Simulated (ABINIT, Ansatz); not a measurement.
## A GW run on Rb2H6Pt (Fm-3m) in ABINIT, with inputs changed

A base run on Rb2H6Pt (Fm-3m), then changed inputs.

Main program and level: ABINIT 10.8.3; LDA and many-body steps on it, plane waves.

Report form: the programs' logs are mostly left out.

## Step 1: The starting structure

Symmetry: Fm-3m, No. 225, cubic system. Conventional cell: a = 8.522 Å, b = 8.522 Å, c = 8.522 Å, α = 90.00°, β = 90.00°, γ = 90.00°. Nearest to Rb lie 12 H at 3.05 Å. Nearest to H lie 1 Pt at 1.64 Å and 4 H at 2.32 Å and 4 Rb at 3.05 Å. Nearest to Pt lie 6 H at 1.64 Å. Farther neighbours are not listed.

As a file:

```cif
data_structure
_symmetry_space_group_name_H-M 'P 1'
_symmetry_Int_Tables_number 1
_cell_length_a 6.0257
_cell_length_b 6.0257
_cell_length_c 6.0257
_cell_angle_alpha 60.000
_cell_angle_beta 60.000
_cell_angle_gamma 60.000
_cell_volume 154.70
loop_
_atom_site_label
_atom_site_type_symbol
_atom_site_fract_x
_atom_site_fract_y
_atom_site_fract_z
_atom_site_occupancy
Rb1 Rb 0.75000 0.75000 0.75000 1
Rb2 Rb 0.25000 0.25000 0.25000 1
H3 H 0.80731 0.80731 0.19269 1
H4 H 0.19269 0.80731 0.19269 1
H5 H 0.80731 0.19269 0.19269 1
H6 H 0.19269 0.19269 0.80731 1
H7 H 0.80731 0.19269 0.80731 1
H8 H 0.19269 0.80731 0.80731 1
Pt9 Pt 0.00000 0.00000 0.00000 1
```

The cell and positions are those that the Materials Project relaxed with its own functionals (PBE, PBE+U or r2SCAN), kept fixed. Spin-orbit coupling is left out unless a step names it.

## Step 2: Screening, 2×2×2 mesh, 123 bands, screening to 114.3 eV

This step: ABINIT 10.8.3; RPA screening on LDA, plane waves, norm-conserving pseudopotentials.

The RPA dielectric matrix is built and inverted for each q.

The input, run.abi:

```
acell 3*1.0 Angstrom
rprim 
  0.000000000000 4.260795920000 4.260795920000
  4.260795920000 0.000000000000 4.260795920000
  4.260795920000 4.260795920000 0.000000000000
ntypat 3
znucl 37 1 78
natom 9
typat 1 1 2 2 2 2 2 2 3
xred 
  0.750000000000 0.750000000000 0.750000000000
  0.250000000000 0.250000000000 0.250000000000
  0.807305340000 0.807305340000 0.192694660000
  0.192694660000 0.807305340000 0.192694660000
  0.807305340000 0.192694660000 0.192694660000
  0.192694660000 0.192694660000 0.807305340000
  0.807305340000 0.192694660000 0.807305340000
  0.192694660000 0.807305340000 0.807305340000
  0.000000000000 0.000000000000 0.000000000000
pp_dirpath "pseudos"
pseudos "Rb.upf, H.upf, Pt.upf"
ecut 34
ngkpt 2 2 2
nshiftk 1
shiftk 0 0 0
kptopt 1
chksymbreak 0
istwfk *1
occopt 1
irdwfk 1
optdriver 3
nband 123
ecuteps 4.2
inclvkb 2
awtr 1
symchi 1
indata_prefix "in"
outdata_prefix "out"
tmpdata_prefix "tmp"
```

Started as:

```sh
$ OMP_NUM_THREADS=1 mpirun -n 4 abinit run.abi > log
```

Run time: 24 s. Hardware: 4 MPI ranks of Arm Neoverse V2, shared host; peak memory 1.7 GiB; 97 s of CPU time.

This step gave:

```
ε∞ with local fields, on this mesh, along the program's q direction : 2.807
the same without local fields                                       : 3.624
plasma frequency                                                    : 19.35 eV
plane waves in the screening matrix                                 : 411
```

Local fields lower ε∞ by 23 %. On a Γ-centred mesh this coarse the value itself is usually too large, while a short band sum pulls it down.

## Step 3: Base

The self-energy is evaluated for the states that the input lists, and the levels follow from it, in one-shot runs by the linearised quasiparticle equation.

This step: G0W0 on LDA, plane waves, norm-conserving pseudopotentials.

run.abi, as its differences from that of step 2:

```diff
@@ -30,8 +30,17 @@
 irdwfk 1
-optdriver 3
+optdriver 4
 nband 123
+gwcalctyp 0
+ecutsigx 34
+symsigma 1
+nkptgw 2
+kptgw 
+  0.5000000000 0.5000000000 0.0000000000
+  0.0000000000 0.0000000000 0.0000000000
+bdgw 
+  20 23
+  19 24
 ecuteps 4.2
-inclvkb 2
-awtr 1
-symchi 1
+irdscr 1
+ppmodel 1
 indata_prefix "in"
```

It took 12 s on 4 MPI ranks; peak memory 1.2 GiB; 46 s of CPU time.

This step gave:

```
G0W0 gap on the points computed              : 6.1 eV
starting gap on the mesh                     : 3.783 eV
k of the valence top                         : 0.5, 0.5, 0
k of the conduction bottom                   : 0.5, 0.5, 0
Z at the valence top                         : 0.823
Z at the conduction bottom                   : 0.857
least direct G0W0 gap on the computed points : 6.1 eV
```

The gap on the mesh goes from 3.78 eV to 6.10 eV, a correction of +2.32 eV.

## Step 4: Fewer bands in the self-energy

run.abi, as its differences from that of step 3:

```diff
@@ -31,3 +31,3 @@
 optdriver 4
-nband 123
+nband 41
 gwcalctyp 0
```

Wall time 6.7 s (4 MPI ranks); peak memory 1 GiB.

This step gave:

| Property | Result |
| --- | --- |
| G0W0 gap on the points computed | 5.886 eV |
| starting gap on the mesh | 3.783 eV |
| k of the valence top | 0.5, 0.5, 0 |
| k of the conduction bottom | 0.5, 0.5, 0 |
| Z at the valence top | 0.835 |
| Z at the conduction bottom | 0.867 |
| least direct G0W0 gap on the computed points | 5.886 eV |

## Step 5: A keyword of another program

run.abi, as its differences from that of step 4:

```diff
@@ -31,3 +31,3 @@
 optdriver 4
-nband 41
+nband 123
 gwcalctyp 0
@@ -45,2 +45,3 @@
 ppmodel 1
+nomega 100
 indata_prefix "in"
```

Run time: 0.81 s. Hardware: 4 MPI ranks; peak memory 0.05 GiB.

The run stopped with an error after 0.81 s.

The program's words: Found token: `NOMEGA` in the input file. This name is not one of the registered input variable names (see Action: check your input file. Perhaps you mistyped the input variable, or specified "img", although this was not permitted for this input variable.

The fault put into this input: a keyword of another program.

## Step 6: The runs together

Times are wall times on 4 MPI ranks of Arm Neoverse V2, shared host, good to a factor of about two. A run's time includes the screening step that it read.

| run | mesh | bands | screening cutoff (eV) | DFT gap (eV) | gap on the mesh (eV) | direct (eV) | ε∞ used | time |
| --- | --- | --- | --- | --- | --- | --- | --- | --- |
| base | 2×2×2 | 123 | 114.3 | 3.783 | 6.100 | 6.100 | 2.81 | 36 s |
| fewer bands in the self-energy | 2×2×2 | 41 | 114.3 | 3.783 | 5.886 | 5.886 | 2.81 | 31 s |

## Step 7: Summary of results

```yaml
base: 6.100 eV
fewer_bands_in_the_self_energy: 5.886 eV
known_limits: not at the basis limit; no spin polarisation; d states lean on the start; no spin-orbit coupling; coarse k mesh
```

**Reading.** Fewer bands in the self-energy: −0.214 eV against base (keys changed: nband). Bands and cutoff are finite, so the gap is not at the basis limit. The miss can reach some tenths of an eV and take either sign; the mesh is an error of its own. In the G0W0 runs levels were corrected at 2 k points alone, so a gap called «on the mesh» is the least over those, and an edge elsewhere would be missed. The 2×2×2 mesh is coarse for this cell, which bears on the long-range parts of exchange and screening. The runs have no spin polarisation. For a closed low-spin shell that is the natural state; where a d or f shell is open it is a constraint, and the gap is then not the crystal's own. With d states at the gap, one-shot GW leans hard on its start. The many-body steps are scalar-relativistic: spin-orbit coupling is not in them.

[Paths, hosts, dates, memory and timing lines, banners, echoed tables and standing remarks are left out of the program output.]

[Logs are printed without paths, hosts, clocks, repeated set-up lines and the standing remarks that a program may print on its own settings, such as how far it seeks lower states.]

[Runs of the session that timed out or met a known fault of the program may be left out.]

[Hosts, paths, dates, database ids (printed as entryN), source tags and the programs' standing remarks are cut or masked in the printed files.]

[G0W0 gaps are taken among the corrected bands and points alone; a level outside them can change the order at an edge.]

[Where Ansatz stands beside ABINIT at settings called matched, ABINIT's density can come from a denser mesh and the files from another edition; pairs whose starting gaps differed by over 0.03 eV were left out, so agreement reads better than it is.]
